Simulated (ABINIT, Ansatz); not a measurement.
# MgSiS3 (Pm-3m): zone-centre phonons

Which modes does MgSiS3 (Pm-3m) have at the zone centre?

Method: DFT LDA, scalar-relativistic, plane waves, HGH norm-conserving pseudopotentials, in ABINIT 10.8.3.

Report form: the programs' logs are mostly left out.

The structure was built from a prototype and need not be the compound's stable phase.

**1. Starting point**

Symmetry: Pm-3m, No. 221, cubic system. Conventional cell: a = 4.346 Å, b = 4.346 Å, c = 4.346 Å, α = 90.00°, β = 90.00°, γ = 90.00°. Mg has 12 S at 3.07 Å nearest. Nearest to Si lie 6 S at 2.17 Å. Nearest to S lie 2 Si at 2.17 Å and 4 Mg at 3.07 Å. Farther neighbours and most contacts between anions are not listed.

**2. A probe with smearing**

A first run with smearing and empty bands tells whether the crystal has a gap, which decides between fixed occupations and smearing later on.

Input file probe.abi:

```
# ground state
tolvrs 1.0d-08
prtden 1
prtwf 1

# basis, mesh and filling
ecut 30.0
ixc 7
ngkpt 4 4 4
nshiftk 1
shiftk 0.0 0.0 0.0
istwfk *1
occopt 7
tsmear 0.005
nband 19
nstep 100
diemac 9.0
prtebands 0
prtgsr 0

# cell and atoms
acell 3*1.0 Angstrom
rprim 
    4.3456 0.0 0.0
    0.0 4.3456 0.0
    0.0 0.0 4.3456
ntypat 3
znucl 12 14 16
natom 5
typat 1 2 3 3 3
xred 
    0.0 0.0 0.0
    0.5 0.5 0.5
    0.5 0.5 0.0
    0.5 0.0 0.5
    0.0 0.5 0.5
pp_dirpath "./pseudo"
pseudos "Mg.hgh, Si.hgh, S.hgh"
```

Run with:

```bash
$ OMP_NUM_THREADS=1 mpirun -n 4 abinit probe.abi > probe.log
```

Wall time 9.3 s (4 MPI ranks of Arm Neoverse V1, shared host); 37 s of CPU time.

Read from the output:

* volume per atom: 16.41 Å³
* pressure: 8.193 GPa
* gap on the k-mesh: 0 eV

No gap opens on this mesh, so smearing is kept; the printed pressure holds the stress of the finite basis too.

**3. Rough relaxation**

The typed start is rough, so a first relaxation with smearing and loose thresholds takes it towards rest cheaply.

Input file prerelax.abi:

```
# relaxation
ionmov 2
optcell 2
dilatmx 1.15
chkdilatmx 0
ntime 40
tolmxf 3.0d-04
tolvrs 1.0d-10
prtwf 0
prtden 0
chksymtnons 0

# basis, mesh and filling
ecut 31.0
ecutsm 3.0
ixc 7
ngkpt 4 4 4
nshiftk 1
shiftk 0.0 0.0 0.0
istwfk *1
occopt 7
tsmear 0.005
nband 19
nstep 100
diemac 1000000.0
prtebands 0
prtgsr 0

# cell and atoms
acell 3*1.0 Angstrom
rprim 
    4.3456 0.0 0.0
    0.0 4.3456 0.0
    0.0 0.0 4.3456
ntypat 3
znucl 12 14 16
natom 5
typat 1 2 3 3 3
xred 
    0.0 0.0 0.0
    0.5 0.5 0.5
    0.5 0.5 0.0
    0.5 0.0 0.5
    0.0 0.5 0.5
pp_dirpath "./pseudo"
pseudos "Mg.hgh, Si.hgh, S.hgh"
```

Run with:

```bash
$ OMP_NUM_THREADS=1 mpirun -n 4 abinit prerelax.abi > prerelax.log
```

Wall time 41 s (4 MPI ranks).

The steps of the relaxation:

| step | energy less that of the first step (eV) | largest force (eV/Å) | volume (Å³) |
| --- | --- | --- | --- |
| 1 | 0.0000 | 0.0000 | 82.06 |
| 2 | -0.0946 | 0.0000 | 84.22 |
| 3 | -0.1798 | 0.0000 | 88.85 |
| 4 | -0.1807 | 0.0000 | 89.36 |

| conventional cell, symmetrised | before | after | change |
| --- | --- | --- | --- |
| a (Å) | 4.346 | 4.471 | +2.9 % |
| b (Å) | 4.346 | 4.471 | +2.9 % |
| c (Å) | 4.346 | 4.471 | +2.9 % |
| volume (Å³/atom) | 16.41 | 17.87 | +8.9 % |

The relaxed structure:

```cif
data_structure
_symmetry_space_group_name_H-M 'P 1'
_symmetry_Int_Tables_number 1
_cell_length_a 4.4708
_cell_length_b 4.4708
_cell_length_c 4.4708
_cell_angle_alpha 90.000
_cell_angle_beta 90.000
_cell_angle_gamma 90.000
_cell_volume 89.36
loop_
_atom_site_label
_atom_site_type_symbol
_atom_site_fract_x
_atom_site_fract_y
_atom_site_fract_z
_atom_site_occupancy
Mg1 Mg 0.00000 0.00000 0.00000 1
Si2 Si 0.50000 0.50000 0.50000 1
S3 S 0.50000 0.50000 0.00000 1
S4 S 0.50000 0.00000 0.50000 1
S5 S 0.00000 0.50000 0.50000 1
```

This step gave:

```yaml
volume_per_atom: 17.87 Å³
pressure: 0.04021 GPa
```

The volume changes by +8.9 % in this run and stands +8.9 % from the first cell.

**4. Relaxation**

The harmonic expansion needs vanishing forces, and a free crystal bears no stress, so cell and atoms are brought to rest. Stress is more sensitive to the basis than forces are: the last 3 Ha under the cutoff are smoothed with ecutsm, and the cutoff is raised above that of the later runs.

Input file relax.abi:

```
# relaxation
ionmov 2
optcell 2
dilatmx 1.08
ntime 40
tolmxf 1.0d-05
tolvrs 1.0d-14
prtwf 0
prtden 0
chksymtnons 0

# basis, mesh and filling
ecut 38.0
ecutsm 3.0
ixc 7
ngkpt 6 6 6
nshiftk 1
shiftk 0.0 0.0 0.0
istwfk *1
occopt 7
tsmear 0.01
nband 19
nstep 100
diemac 1000000.0
prtebands 0
prtgsr 0

# cell and atoms
acell 3*1.0 Angstrom
rprim 
    4.470766475 0.0 0.0
    0.0 4.470766475 0.0
    0.0 0.0 4.470766475
ntypat 3
znucl 12 14 16
natom 5
typat 1 2 3 3 3
xred 
    0.0 0.0 0.0
    0.5 0.5 0.5
    0.5 0.5 0.0
    0.5 0.0 0.5
    0.0 0.5 0.5
pp_dirpath "./pseudo"
pseudos "Mg.hgh, Si.hgh, S.hgh"
```

Run with:

```bash
$ OMP_NUM_THREADS=1 mpirun -n 4 abinit relax.abi > relax.log
```

The job ended after 79 s (4 MPI ranks).

Little changed from the start: no atom moved by 0.005 Å and no cell edge by 0.1 %.

This step gave:

```
volume per atom : 17.82 Å³
pressure        : 6.33e-4 GPa
```

The volume changes by -0.3 % in this run and stands +8.6 % from the first cell.

**5. Self-consistent run for the response**

First-order wavefunctions inherit every error of the ground state, hence the very tight tolvrs. Smearing stays on, as the first look found no gap above 0.3 eV.

Input file gs.abi:

```
# ground state
tolvrs 1.0d-16
prtden 1
prtwf 1

# basis, mesh and filling
ecut 30.0
ixc 7
ngkpt 6 6 6
nshiftk 1
shiftk 0.0 0.0 0.0
istwfk *1
occopt 7
tsmear 0.01
nband 19
nstep 100
diemac 1000000.0
prtebands 0
prtgsr 0

# cell and atoms
acell 3*1.0 Angstrom
rprim 
    4.466522916 0.0 0.0
    0.0 4.466522916 0.0
    0.0 0.0 4.466522916
ntypat 3
znucl 12 14 16
natom 5
typat 1 2 3 3 3
xred 
    0.0 0.0 0.0
    0.5 0.5 0.5
    0.5 0.5 0.0
    0.5 0.0 0.5
    0.0 0.5 0.5
pp_dirpath "./pseudo"
pseudos "Mg.hgh, Si.hgh, S.hgh"
```

Run with:

```bash
$ OMP_NUM_THREADS=1 mpirun -n 4 abinit gs.abi > gs.log
```

The job ended after 19 s (4 MPI ranks).

Numbers from this step:

```yaml
pressure: -0.2805 GPa
```

The cell stands at -0.28 GPa: the relaxation ran with a smoothed and higher cutoff, and the difference is a stress of the finite basis.

**6. Zone-centre response**

At q = 0 one unit cell holds all displacements. The response is solved for single atoms along the cell's directions, and symmetry skips those that follow from others. The crystal is treated as a metal, which screens a static field, so no field response is asked.

Input file dfpt_gamma.abi:

```

# common to the responses
getwfk_filepath "gso_WFK"
kptopt 2
nqpt 1
qpt 0.0 0.0 0.0
asr 0
chneut 0

# displacements
rfphon 1
rfatpol 1 5
rfdir 1 1 1
tolvrs 1.0d-10
prtwf 0

# basis, mesh and filling
ecut 30.0
ixc 7
ngkpt 6 6 6
nshiftk 1
shiftk 0.0 0.0 0.0
istwfk *1
occopt 7
tsmear 0.01
nband 19
nstep 100
diemac 1000000.0
prtebands 0
prtgsr 0

# cell and atoms
acell 3*1.0 Angstrom
rprim 
    4.466522916 0.0 0.0
    0.0 4.466522916 0.0
    0.0 0.0 4.466522916
ntypat 3
znucl 12 14 16
natom 5
typat 1 2 3 3 3
xred 
    0.0 0.0 0.0
    0.5 0.5 0.5
    0.5 0.5 0.0
    0.5 0.0 0.5
    0.0 0.5 0.5
pp_dirpath "./pseudo"
pseudos "Mg.hgh, Si.hgh, S.hgh"
```

Run with:

```bash
$ OMP_NUM_THREADS=1 mpirun -n 4 abinit dfpt_gamma.abi > dfpt_gamma.log
```

The job ended after 3 min (4 MPI ranks).

This step gave:

```yaml
largest_acoustic_frequency_at_the_zone_centre_before_the_sum_rule: 0.92 cm⁻¹
highest_optical_zone_centre_mode_no_lo_to_term: 395.2 cm⁻¹
lowest_optical_zone_centre_mode: -203.4 cm⁻¹
```

The acoustic modes at Γ come out as far as 0.9 cm⁻¹ from zero, where they should vanish, a small numerical error. The lowest optical mode is imaginary, 203i cm⁻¹, an instability at this level and on this k mesh.

**7. Zone-centre analysis**

anaddb reads the merged derivatives and imposes the acoustic sum rule.

Input file anaddb.abi:

```
ddb_filepath "gamma_DDB"
output_file "anaddb.abo"
outdata_prefix "anaddb"
asr 1
chneut 1
enunit 2
eivec 1
nph1l 1
qph1l 0.0 0.0 0.0 1.0
```

Input file mrgddb.in:

```
gamma_DDB
merged
2
dfpt_gammao_DDB
gso_DDB
```

Run with:

```bash
$ mrgddb < mrgddb.in > mrgddb.log
$ OMP_NUM_THREADS=1 anaddb anaddb.abi > anaddb.log
```

Elapsed: 0.5 s, on 1 thread.

No LO-TO term; unit eigenvectors of the mass-weighted matrix, from anaddb's displacements. The modes at Γ (shares of kinetic energy by element, %) (negative means imaginary):

| mode | frequency (cm⁻¹) | symmetry | Mg % | Si % | S % |
| --- | --- | --- | --- | --- | --- |
| 1 | -203.4 | T2u | 0 | 0 | 100 |
| 2 | -203.4 | T2u | 0 | 0 | 100 |
| 3 | -203.4 | T2u | 0 | 0 | 100 |
| 4 | -176.7 | T1u | 58 | 6 | 36 |
| 5 | -176.7 | T1u | 58 | 6 | 36 |
| 6 | -176.7 | T1u | 58 | 6 | 36 |
| 7 | -7.8 | T1u | 26 | 53 | 22 |
| 8 | -7.8 | T1u | 26 | 53 | 22 |
| 9 | -7.8 | T1u | 26 | 53 | 22 |
| 10 | 0.0 | acoustic | 16 | 19 | 65 |
| 11 | 0.0 | acoustic | 16 | 19 | 65 |
| 12 | 0.0 | acoustic | 16 | 19 | 65 |
| 13 | 395.2 | T1u | 0 | 23 | 77 |
| 14 | 395.2 | T1u | 0 | 23 | 77 |
| 15 | 395.2 | T1u | 0 | 23 | 77 |

Displacements in mode 1 (-203.4 cm⁻¹), the largest set to 1:
```
Mg1  0.00  0.00  0.00
Si2  0.00  0.00  0.00
S3   0.00  0.00  0.00
S4   0.00  0.00  1.00
S5   0.00  0.00 -1.00
```

Displacements in mode 4 (-176.7 cm⁻¹), the largest set to 1:
```
Mg1  0.00  0.00 -1.00
Si2  0.00  0.00 -0.30
S3   0.00  0.00  0.04
S4   0.00  0.00  0.49
S5   0.00  0.00  0.49
```

The rule moves no optical mode by more than 0.1 cm⁻¹.

**8. Cross-check with Ansatz**

The same cell goes through another code, with its own cutoff. The potentials differ.

This step: DFT LDA, scalar-relativistic, plane waves, PseudoDojo norm-conserving pseudopotentials (Ansatz 0.2.0).

Input file input.yaml:

```yaml
crystal:
  lattice:
    - [4.4665229158, 0.0, 0.0]
    - [0.0, 4.4665229158, 0.0]
    - [0.0, 0.0, 4.4665229158]
  atoms:
    - { symbol: Mg, position: [0.0, 0.0, 0.0] }
    - { symbol: Si, position: [0.5, 0.5, 0.5] }
    - { symbol: S, position: [0.5, 0.5, 0.0] }
    - { symbol: S, position: [0.5, 0.0, 0.5] }
    - { symbol: S, position: [0.0, 0.5, 0.5] }
kpoints:
  mp_grid: { grid: [6, 6, 6] }
hamiltonian:
  xc: lda
  pseudopotentials: { kind: nc, accuracy: standard }
scf:
  occupations: { method: gaussian, width: 0.27211 }
output:
  eigenvalues: true
phonons:
  method: dfpt
```

Run with:

```bash
$ ansatz run input.yaml --threads 4 --pin off --max-ram 8192MiB --backend cpu --events-out ev --progress --plain --runs-dir out
```

Run time: 60 s. Hardware: 4 threads; peak memory 1.9 GiB.

This step gave:

* sum-rule residual before enforcement: 1.81e-4 eV/Å²
* highest optical zone-centre mode (no LO-TO term): 405.4 cm⁻¹
* lowest optical zone-centre mode: -209.2 cm⁻¹

**9. Side by side: ABINIT HGH and Ansatz, PseudoDojo**

Numbers from this step:

```
root-mean-square difference : 15.06 cm⁻¹
largest difference          : 27.75 cm⁻¹
```

Optical modes, paired by symmetry label. Frequencies side by side, by row:

| q (reciprocal lattice) | mode | ABINIT HGH (cm⁻¹) | Ansatz, PseudoDojo (cm⁻¹) |
| --- | --- | --- | --- |
| 0 0 0 | 1 | -203.4 | -209.2 |
| 0 0 0 | 2 | -203.4 | -209.2 |
| 0 0 0 | 3 | -203.4 | -209.2 |
| 0 0 0 | 4 | -176.7 | -177.4 |
| 0 0 0 | 5 | -176.7 | -177.4 |
| 0 0 0 | 6 | -176.7 | -177.4 |
| 0 0 0 | 7 | -7.8 | 19.95 |
| 0 0 0 | 8 | -7.8 | 19.95 |
| 0 0 0 | 9 | -7.8 | 19.95 |
| 0 0 0 | 13 | 395.2 | 405.4 |
| 0 0 0 | 14 | 395.2 | 405.4 |
| 0 0 0 | 15 | 395.2 | 405.4 |

At the zone centre the largest difference (acoustic modes at Γ apart) is 7 % of the highest mode.

**10. Summary of results**

| Item | Value |
| --- | --- |
| space group after relaxation | Pm-3m |
| volume per atom | 17.8 Å³ |
| highest optical zone-centre mode (no LO-TO term) | 395.2 cm⁻¹ |
| lowest optical zone-centre mode | -203.4 cm⁻¹ |
| imaginary optical modes at the zone centre (no q mesh in this session) | yes |
| largest difference from Ansatz, PseudoDojo | 27.8 cm⁻¹ |

What this shows: At the LDA level the optical modes of MgSiS3 (Pm-3m) at the zone centre run from 203i to 395 cm⁻¹, so the structure is a saddle point, with 6 modes beyond 10i cm⁻¹ there. ABINIT HGH and Ansatz, PseudoDojo differ by 15.1 cm⁻¹ in the root mean square and by 27.8 cm⁻¹ at most, 7.0 % of the highest mode compared (acoustic modes at Γ left out); the two use different potentials, and the cell was not relaxed for the second set. These are harmonic frequencies at zero temperature: anharmonic shifts and linewidths and thermal expansion are left out. The HGH files keep few electrons and have no core correction, which is cheap but rough for Mg. In a metal the frequencies hang on the k mesh and the smearing, most of all near Kohn anomalies. The structure is a hypothetical one, built on a prototype.

[Host names and launcher messages were left out of these logs when they were recorded.]

[Logs are printed without paths, hosts, clocks, repeated set-up lines and the standing remarks that a program may print on its own settings, such as how far it seeks lower states.]

[Hosts, paths, dates, database ids (printed as entryN), source tags and the programs' standing remarks are cut or masked in the printed files.]
